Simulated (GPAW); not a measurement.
# Ballistic transport through 1,4-diisocyanobenzene between two Au chains, cheap and dear

How well does 1,4-diisocyanobenzene between two Au chains conduct at low bias, and how far do basis and functional move the answer?

Calculated with GPAW 26.7.0; GPAW LCAO, PAW setups; Landauer transmission from Green's functions with principal layers (ASE), zero bias.

## Step 1: The starting structure

The cell holds 24 atoms: 10 Au, 8 C, 2 N and 4 H. Its edges and angles: a = 10.816 Å, b = 9.000 Å, c = 35.396 Å, α = 90.0°, β = 90.0°, γ = 90.0°. Regions: left lead, 5 atoms (5 Au); channel, 14 atoms (8 C, 2 N and 4 H); right lead, 5 atoms (5 Au). Vacuum lies along a and b. The structure is stacked along c, and the current runs across the ab planes.

## Step 2: Double-zeta polarised basis

Localised orbitals split the wire into layers that couple to their neighbours alone, which is what the Green's function method needs; double zeta with polarisation is the usual level for numbers.

run.py

```python
import json
import numpy as np
from ase import Atoms
from ase.transport.calculators import TransportCalculator
from gpaw import GPAW, FermiDirac
from gpaw.lcao.tools import get_lcao_hamiltonian
from scipy.linalg import eigh

# The junction with lead layers at both ends, along the third cell vector
device = Atoms(
    ['Au', 'Au', 'Au', 'Au', 'Au', 'C', 'N', 'C', 'H', 'H', 'C', 'C', 'C', 'C', 'H', 'H', 'C', 'N', 'C', 'Au', 'Au', 'Au', 'Au', 'Au'],
    positions=[
        [5.40801, 4.50000, 1.30000],
        [5.40801, 4.50000, 3.90000],
        [5.40801, 4.50000, 6.50000],
        [5.40801, 4.50000, 9.10000],
        [5.40801, 4.50000, 11.70000],
        [5.40801, 4.50000, 13.76000],
        [5.40801, 4.50000, 14.93178],
        [5.40801, 4.50000, 16.32006],
        [3.25000, 4.49999, 16.45143],
        [7.56602, 4.50001, 16.45143],
        [6.62769, 4.50000, 17.00032],
        [4.18833, 4.50000, 17.00032],
        [6.62769, 4.49999, 18.39540],
        [4.18833, 4.50000, 18.39540],
        [7.56601, 4.50000, 18.94430],
        [3.25001, 4.50000, 18.94430],
        [5.40801, 4.50000, 19.07567],
        [5.40801, 4.50000, 20.46394],
        [5.40801, 4.50000, 21.63572],
        [5.40801, 4.50000, 23.69572],
        [5.40801, 4.50000, 26.29572],
        [5.40801, 4.50000, 28.89572],
        [5.40801, 4.50000, 31.49572],
        [5.40801, 4.50000, 34.09572]],
    cell=[[10.81602, 0.0, 0.0], [0.0, 9.0, 0.0], [0.0, 0.0, 35.39572]],
    pbc=True)

# One principal layer of the lead: the first 3 atoms of the device
lead = Atoms(
    ['Au', 'Au', 'Au'],
    positions=[
        [5.40801, 4.50000, 1.30000],
        [5.40801, 4.50000, 3.90000],
        [5.40801, 4.50000, 6.50000]],
    cell=[[10.81602, 0.0, 0.0], [0.0, 9.0, 0.0], [0.0, 0.0, 7.8]],
    pbc=True)

settings = dict(mode='lcao', basis='dzp', xc='PBE', h=0.18,
                occupations=FermiDirac(0.1), maxiter=250,
                mixer=dict(beta=0.1, nmaxold=8, weight=100.0),
                convergence=dict(density=0.0001))
energies = np.arange(-2, 2 + 1e-9, 0.05)
eta = 0.0001
n1, n2 = 1, 1
# k and -k transmit alike, so half of the mesh across the current serves
mesh = [(i, j) for i in range(n1) for j in range(n2) if (i, j) <= (-i % n1, -j % n2)]
weights = np.array([1 if (i, j) == (-i % n1, -j % n2) else 2 for i, j in mesh]) / (n1 * n2)


def ground_state(atoms, size, txt):
    atoms.calc = GPAW(kpts={'size': size, 'gamma': True}, symmetry={'tolerance': 1e-3}, txt=txt, **settings)
    atoms.get_potential_energy()
    return atoms.calc.get_fermi_level()


def blocks(atoms, fermi, points, nz, cells):
    """H - E_F S and S between cell 0 and the cells above it, at each point across the current."""
    kz = np.arange(nz) / nz
    calc = atoms.calc.fixed_density(kpts=[(*k, z) for k in points for z in kz], symmetry='off', txt=None)
    H, S = get_lcao_hamiltonian(calc)
    H = (H - fermi * S).reshape(len(H), len(points), nz, *S.shape[1:])
    S = S.reshape(H.shape[1:])
    phases = [np.exp(-2j * np.pi * kz * R) / nz for R in cells]
    return [(np.einsum('skzij,z->ksij', H, p), np.einsum('kzij,z->kij', S, p)) for p in phases]


def pair(a, b):
    return np.block([[a, b], [b.T.conj(), a]])


def count_channels(h, s, cells, nk=240):
    """Half the number of times that the lead's bands cross each energy, unfolded to its shortest repeat."""
    b = len(h) // cells
    bands = []
    for k in (np.arange(nk + 1) + 0.5) / nk:
        hk, sk = h[:b, :b].copy(), s[:b, :b].copy()
        for R in range(1, cells):
            phase, block = np.exp(2j * np.pi * k * R), slice(R * b, (R + 1) * b)
            hk += h[:b, block] * phase + (h[:b, block] * phase).T.conj()
            sk += s[:b, block] * phase + (s[:b, block] * phase).T.conj()
        w, u = eigh(sk)
        x = u[:, w > 1e-5] / w[w > 1e-5]**0.5  # drop near-dependent combinations
        bands.append(np.r_[eigh(x.T.conj() @ hk @ x, eigvals_only=True), [1e9] * (w <= 1e-5).sum()])
    below = np.array(bands)[:, :, None] < energies
    return (below[1:] != below[:-1]).sum((0, 1)) / 2


fermi_lead = ground_state(lead, (1, 1, 15), 'lead.txt')
fermi_device = ground_state(device, (1, 1, 2), 'device.txt')
T, channels, eigen, tail, misfit, shifts = [], [], [], 0.0, 0.0, []
for first in range(0, len(mesh), 192):
    points = [(i / n1, j / n2) for i, j in mesh[first:first + 192]]
    (H0k, S0k), (H1k, S1k), (H2k, _) = blocks(lead, fermi_lead, points, 5, range(3))
    [(Hk, Sk)] = blocks(device, fermi_device, points, 2, [0])
    tail = max(tail, abs(H2k).max())
    for H0, S0, H1, S1, H, S in zip(H0k, S0k, H1k, S1k, Hk, Sk):
        n = len(S0)
        # Shift the lead onto the potential of the device's first layer
        shift = ((H[:, 0, 0] - H0[:, 0, 0]) / S0[0, 0]).real.mean()
        shifts.append(shift)
        misfit = max(misfit, abs(H[:, :n, :n] - H0 - shift * S0).max())
        Tk, Ck, Ek = [], [], []
        for s in range(len(H)):
            t = s % len(H0)  # a lead without moments serves both spins
            h1, s1 = pair(H0[t] + shift * S0, H1[t] + shift * S1), pair(S0, S1)
            leads = dict(h1=h1, s1=s1, energies=energies, eta=eta, eta1=eta, eta2=eta)
            calc = TransportCalculator(h=H[s], s=S, eigenchannels=3, **leads)
            Tk.append(calc.get_transmission())
            Ek.append(np.sort(calc.eigenchannels_ne, axis=0)[::-1])
            Ck.append(count_channels(h1, s1, 6))
        T.append(Tk)
        channels.append(Ck)
        eigen.append(Ek)
T, channels = np.array(T), np.array(channels)
mean, open_channels = np.einsum('kse,k->se', T, weights), np.einsum('kse,k->se', channels, weights)

print(f'basis functions: device {len(S)}, principal layer {n}')
print(f'Fermi level: lead {fermi_lead:.4f} eV, device {fermi_device:.4f} eV; lead shifted by {np.mean(shifts):.4f} eV')
print(f'largest coupling past the next layer {tail:.2e} eV, largest misfit of the first layer {misfit:.3f} eV')
print('  E-E_F (eV)   ' + 'T (one spin)  channels')
for e, t, c in zip(energies, mean.T, open_channels.T):
    print(f'{e:10.3f}  ', *[f'{x:11.4e}' for x in t], *[f'{x:9.4f}' for x in c])

kT = 8.617333e-5 * 77
fine = np.linspace(energies[0], energies[-1], 4001)
both = np.exp(np.interp(fine, energies, np.log(np.maximum(mean.sum(0) * 2 / len(mean), 1e-30))))
fermi = lambda mu: 1 / (1 + np.exp(np.clip((fine - mu) / kT, -200, 200)))
slope = fermi(0) * (1 - fermi(0)) / kT
G = np.trapezoid(both * slope, fine) / 2
seebeck = -np.trapezoid(both * slope * fine, fine) / (2 * G * 77) * 1e6
print(f'conductance at 77 K: {G:.5g} G0 a cell; thermopower {seebeck:.4g} uV/K')
bias = [0.1, 0.2, 0.5, 1.0, 1.5, 2.0]
current = [38.74 * np.trapezoid(both * (fermi(V / 2) - fermi(-V / 2)), fine) for V in bias]
for V, I in zip(bias, current):
    print(f'current from the zero-bias T(E) at {V} V: {I:.5g} uA')
zero = abs(energies).argmin()
json.dump(dict(energies=energies.tolist(), T=mean.tolist(), channels=open_channels.tolist(), G=G, seebeck=seebeck,
               bias=bias, current=current, tail=tail, misfit=misfit, shift=np.mean(shifts), n_device=len(S), n_lead=n,
               fermi=[fermi_lead, fermi_device], energy=device.get_potential_energy(),
               moments=device.get_magnetic_moments().tolist(), mesh=mesh, weights=weights.tolist(),
               T_k=T[:, :, zero].tolist(), eigen=np.array(eigen[0]).tolist()), open('result.json', 'w'))
```

Run with:

```console
OMP_NUM_THREADS=1 OPENBLAS_NUM_THREADS=1 python run.py
```

Output:

```text
basis functions: device 300, principal layer 45
Fermi level: lead -4.8354 eV, device -3.8157 eV; lead shifted by -0.0284 eV
largest coupling past the next layer 2.46e-07 eV, largest misfit of the first layer 0.088 eV
  E-E_F (eV)   T (one spin)  [channel counts left out]
    -2.000    4.0618e-03
    -1.950    3.8146e-03
    -1.900    3.6219e-03
    -1.850    3.4768e-03
    -1.800    3.3737e-03
    -1.750    3.3077e-03
    -1.700    3.2752e-03
    -1.650    3.2732e-03
    -1.600    3.2993e-03
    -1.550    3.3519e-03
    -1.500    3.4293e-03
    -1.450    3.5300e-03
    -1.400    3.6520e-03
    -1.350    3.7929e-03
    -1.300    3.9496e-03
    -1.250    4.1175e-03
[...]
1.650    3.5081e-06
     1.700    3.9858e-06
     1.750    4.5218e-06
     1.800    5.1233e-06
     1.850    5.7987e-06
     1.900    6.5576e-06
     1.950    7.4107e-06
     2.000    8.3707e-06
conductance at 77 K: 1.6407e-07 G0 a cell; thermopower 11.65 uV/K
current from the zero-bias T(E) at 0.1 V: 1.2892e-06 uA
current from the zero-bias T(E) at 0.2 V: 8.8172e-06 uA
current from the zero-bias T(E) at 0.5 V: 0.050438 uA
current from the zero-bias T(E) at 1.0 V: 0.14275 uA
current from the zero-bias T(E) at 1.5 V: 0.23239 uA
current from the zero-bias T(E) at 2.0 V: 0.32853 uA
```

Run time: 93 s. Hardware: 1 thread of Intel Xeon Platinum 8488C (Sapphire Rapids), shared host; peak memory 1.8 GiB.

Numbers from this step:

```
conductance                                    : 1.64e-7 G₀
thermopower                                    : 11.65 μV/K
largest coupling past the next principal layer : 2.46e-7 eV
largest misfit of the first principal layer    : 0.08815 eV
shift that aligns the lead                     : -0.02840 eV
basis functions of the junction                : 300
basis functions of a principal layer           : 45
transmission at the Fermi level (one spin)     : 1.64e-7
```

One spin. The transmission, zone mean by energy, zero at the Fermi level:

energy (eV), log10 transmission, zone mean and a bar from the least value:
```
    -2.00       -2.4 #############################
    -1.90       -2.4 #############################
    -1.80       -2.5 #############################
    -1.70       -2.5 #############################
    -1.55       -2.5 #############################
    -1.45       -2.5 #############################
    -1.35       -2.4 #############################
    -1.25       -2.4 #############################
    -1.15       -2.4 #############################
    -1.05       -2.3 #############################
    -0.95       -2.3 ##############################
    -0.90       -2.3 ##############################
    -0.80       -2.3 #############################
    -0.70       -2.3 #############################
    -0.60       -2.3 #############################
    -0.50       -2.4 #############################
    -0.40       -2.3 #############################
    -0.25       -2.2 ##############################
    -0.20       -2.2 ##############################
    -0.15       -2.2 ##############################
    -0.05       -6.7 ############
     0.00       -6.8 ###########
     0.05       -6.9 ###########
     0.15       -7.3 #########
     0.25       -7.8 #######
     0.40       -9.5 
     0.50       -7.8 #######
     0.60       -7.3 #########
     0.70       -7.0 ##########
     0.80       -6.7 ###########
     0.90       -6.5 ############
     1.05       -6.2 #############
     1.15       -6.1 ##############
     1.25       -5.9 ###############
     1.35       -5.8 ###############
     1.45       -5.7 ################
     1.55       -5.6 ################
     1.70       -5.4 #################
     1.80       -5.3 #################
     1.90       -5.2 ##################
     2.00       -5.1 ##################
```

Not self-consistent under bias; the bias window is split evenly. Current through one cell, from the zero-bias transmission against bias:

```csv
bias (V),"current through one cell, from the zero-bias transmission (nA)"
0.100,0.00129
0.200,0.00882
0.500,50.4
1.000,143
1.500,232
2.000,329
```

Transmission of the three most open eigenchannels against energy, zero at the Fermi level:

```csv
energy (eV),channel 1,channel 2,channel 3
-2.00,0.00405,9.7e-6,3.4e-8
-1.90,0.00361,9.1e-6,1.5e-8
-1.80,0.00336,8.7e-6,4.3e-8
-1.70,0.00327,8.6e-6,1.0e-7
-1.55,0.00334,8.8e-6,2.4e-7
-1.45,0.00352,9.2e-6,3.5e-7
-1.35,0.00378,9.7e-6,4.8e-7
-1.25,0.00411,1.0e-5,7.0e-7
-1.15,0.00445,1.1e-5,1.3e-6
-1.05,0.00476,1.1e-5,7.9e-7
-0.90,0.00497,1.0e-5,5.6e-7
-0.80,0.00494,9.6e-6,5.6e-7
-0.70,0.00477,8.4e-6,6.3e-7
-0.60,0.00456,7.2e-6,7.7e-7
-0.50,0.00442,6.2e-6,9.3e-7
-0.40,0.00452,5.4e-6,9.1e-7
-0.25,0.00568,5.1e-6,6.6e-7
-0.15,0.00604,4.7e-6,3.9e-7
-0.05,2.2e-7,1.6e-11,0
0.00,1.6e-7,2.1e-12,0
0.05,1.2e-7,0,0
0.15,5.5e-8,0,0
0.25,1.7e-8,0,0
0.40,3.2e-10,2.5e-12,0
0.50,1.4e-8,0,0
0.60,5.0e-8,0,0
0.70,1.1e-7,0,0
0.80,2.0e-7,0,0
0.90,3.2e-7,0,0
1.05,5.9e-7,0,0
1.15,8.4e-7,0,0
1.25,1.2e-6,0,0
1.35,1.6e-6,0,0
1.45,2.1e-6,0,0
1.55,2.7e-6,0,0
1.70,4.0e-6,0,0
1.80,5.1e-6,0,0
1.90,6.6e-6,0,0
2.00,8.4e-6,0,0
```

Couplings past the next layer reach 2.5e-7 eV, small enough to drop; the matrix elements of the cell's first layer differ from the bulk lead's by up to 0.088 eV. That layer keeps its own values in the calculation, and only beyond it is the lead taken as perfect. The Fermi levels of lead and junction count from different zeros of potential, one for each periodic cell; with both set to zero, the small remaining shift is what aligns them. Without spin-orbit coupling, which is large for these atoms, channel counts and T are those of the scalar-relativistic bands. By hand: G = 1.64e-7 × 77.48 μS = 1.3e-5 μS, a resistance of 7.9e7 kΩ; at 0.1 V a linear junction would pass 1.3e-6 μA, and the integral over the bias window gives 1.3e-6 μA. Mott's formula, S = -(π²/3)(k_B²T/e) d ln T/dE, has the prefactor 1.88 μV/K·eV at 77 K; T = 2.21e-7 at -0.05 eV and 1.19e-7 at 0.05 eV give a slope of -6.18 per eV and S = 11.6 μV/K, beside 11.7 μV/K from the thermal integral, which interpolates the same grid.

## Step 3: Single-zeta polarised basis

One radial function a shell plus polarisation makes the matrices smaller; the question is what that costs.

run.py: that of step 2 with these lines changed.

```diff
@@ -49,3 +49,3 @@
 
-settings = dict(mode='lcao', basis='dzp', xc='PBE', h=0.18,
+settings = dict(mode='lcao', basis='szp(dzp)', xc='PBE', h=0.18,
                 occupations=FermiDirac(0.1), maxiter=250,
```

Output:

```text
basis functions: device 196, principal layer 27
Fermi level: lead -4.6740 eV, device -4.1666 eV; lead shifted by -0.0219 eV
largest coupling past the next layer 2.47e-07 eV, largest misfit of the first layer 0.080 eV
  E-E_F (eV)   T (one spin)  [channel counts left out]
    -2.000    2.0958e-03
    -1.950    2.0291e-03
    -1.900    1.9812e-03
    -1.850    1.9515e-03
    -1.800    1.9399e-03
    -1.750    1.9461e-03
    -1.700    1.9701e-03
    -1.650    2.0123e-03
    -1.600    2.0732e-03
    -1.550    2.1538e-03
    -1.500    2.2553e-03
    -1.450    2.3790e-03
    -1.400    2.5265e-03
    -1.350    2.6997e-03
    -1.300    2.9001e-03
    -1.250    3.1293e-03
[...]
1.650    7.0177e-06
     1.700    7.7222e-06
     1.750    8.4975e-06
     1.800    9.3512e-06
     1.850    1.0292e-05
     1.900    1.1330e-05
     1.950    1.2475e-05
     2.000    1.3740e-05
conductance at 77 K: 1.0063e-07 G0 a cell; thermopower 9.657 uV/K
current from the zero-bias T(E) at 0.1 V: 2.4926e-06 uA
current from the zero-bias T(E) at 0.2 V: 0.0012994 uA
current from the zero-bias T(E) at 0.5 V: 0.20534 uA
current from the zero-bias T(E) at 1.0 V: 0.45417 uA
current from the zero-bias T(E) at 1.5 V: 0.61068 uA
current from the zero-bias T(E) at 2.0 V: 0.72192 uA
```

Run time: 80 s. Hardware: 1 thread; peak memory 1.8 GiB.

This step gave:

```
conductance                                    : 1.01e-7 G₀
largest coupling past the next principal layer : 2.47e-7 eV
largest misfit of the first principal layer    : 0.08012 eV
shift that aligns the lead                     : -0.02193 eV
basis functions of the junction                : 196
basis functions of a principal layer           : 27
transmission at the Fermi level (one spin)     : 9.93e-8
```

One spin. The transmission, zone mean by energy, zero at the Fermi level:

energy (eV), log10 transmission, zone mean and a bar from the least value:
```
    -2.00       -2.7 ########################
    -1.90       -2.7 ########################
    -1.80       -2.7 ########################
    -1.70       -2.7 ########################
    -1.55       -2.7 ########################
    -1.45       -2.6 ########################
    -1.35       -2.6 #########################
    -1.25       -2.5 #########################
    -1.15       -2.4 #########################
    -1.05       -2.4 ##########################
    -0.90       -2.3 ##########################
    -0.80       -2.2 ###########################
    -0.70       -2.1 ###########################
    -0.60       -2.1 ###########################
    -0.50       -2.0 ############################
    -0.40       -1.9 ############################
    -0.25       -1.7 #############################
    -0.15       -1.6 ##############################
    -0.05       -7.2 
     0.00       -7.0 #
     0.05       -6.9 ##
     0.15       -6.7 ###
     0.25       -6.5 ####
     0.40       -6.3 #####
     0.50       -6.2 #####
     0.60       -6.1 ######
     0.70       -6.0 ######
     0.80       -5.9 #######
     0.90       -5.8 #######
     1.05       -5.7 ########
     1.15       -5.6 #########
     1.25       -5.5 #########
     1.35       -5.4 #########
     1.45       -5.3 ##########
     1.55       -5.2 ##########
     1.70       -5.1 ###########
     1.80       -5.0 ###########
     1.90       -4.9 ############
     2.00       -4.9 ############
```

Not self-consistent under bias; the bias window is split evenly. The current through one cell, from the zero-bias transmission by bias:

```
bias (V)  current through one cell, from the zero-bias transmission (μA)
   0.100                                                          2.5e-6
   0.200                                                         0.00130
   0.500                                                           0.205
   1.000                                                           0.454
   1.500                                                           0.611
   2.000                                                           0.722
```

Table of transmission of the three most open eigenchannels by energy, zero at the Fermi level:

```csv
energy (eV),channel 1,channel 2,channel 3
-2.00,0.00209,6.0e-6,8.8e-8
-1.90,0.00198,5.8e-6,1.4e-10
-1.80,0.00193,5.7e-6,5.8e-9
-1.70,0.00196,5.8e-6,2.7e-9
-1.55,0.00215,6.2e-6,1.0e-9
-1.45,0.00237,6.6e-6,8.8e-9
-1.35,0.00269,7.2e-6,2.6e-8
-1.25,0.00312,7.9e-6,7.5e-8
-1.15,0.00367,8.7e-6,1.8e-7
-1.05,0.00434,9.5e-6,1.4e-7
-0.90,0.00549,1.0e-5,1.0e-7
-0.80,0.00636,1.1e-5,9.3e-8
-0.70,0.00727,1.1e-5,9.6e-8
-0.60,0.00827,1.1e-5,1.1e-7
-0.50,0.00957,1.0e-5,1.2e-7
-0.40,0.0116,1.0e-5,1.2e-7
-0.25,0.0182,1.1e-5,4.0e-8
-0.15,0.0261,1.2e-5,1.3e-8
-0.05,6.7e-8,4.5e-10,0
0.00,9.9e-8,4.1e-11,0
0.05,1.3e-7,1.0e-11,0
0.15,2.1e-7,5.5e-12,0
0.25,3.1e-7,0,0
0.40,4.8e-7,0,0
0.50,6.3e-7,0,0
0.60,8.1e-7,0,0
0.70,1.0e-6,0,0
0.80,1.3e-6,0,0
0.90,1.6e-6,0,0
1.05,2.2e-6,0,0
1.15,2.7e-6,0,0
1.25,3.2e-6,0,0
1.35,3.9e-6,0,0
1.45,4.8e-6,0,0
1.55,5.8e-6,0,0
1.70,7.7e-6,0,0
1.80,9.4e-6,0,0
1.90,1.1e-5,0,0
2.00,1.4e-5,0,0
```

The conductance, 1.0e-7 G₀, lies 39 % below that of the dzp run.

(Part 1 of 3 ends here.)

[Logs are printed without paths, hosts, clocks, repeated set-up lines and the standing remarks that a program may print on its own settings, such as how far it seeks lower states.]

[Hosts, paths, dates, database ids (printed as entryN), source tags and the programs' standing remarks are cut or masked in the printed files.]
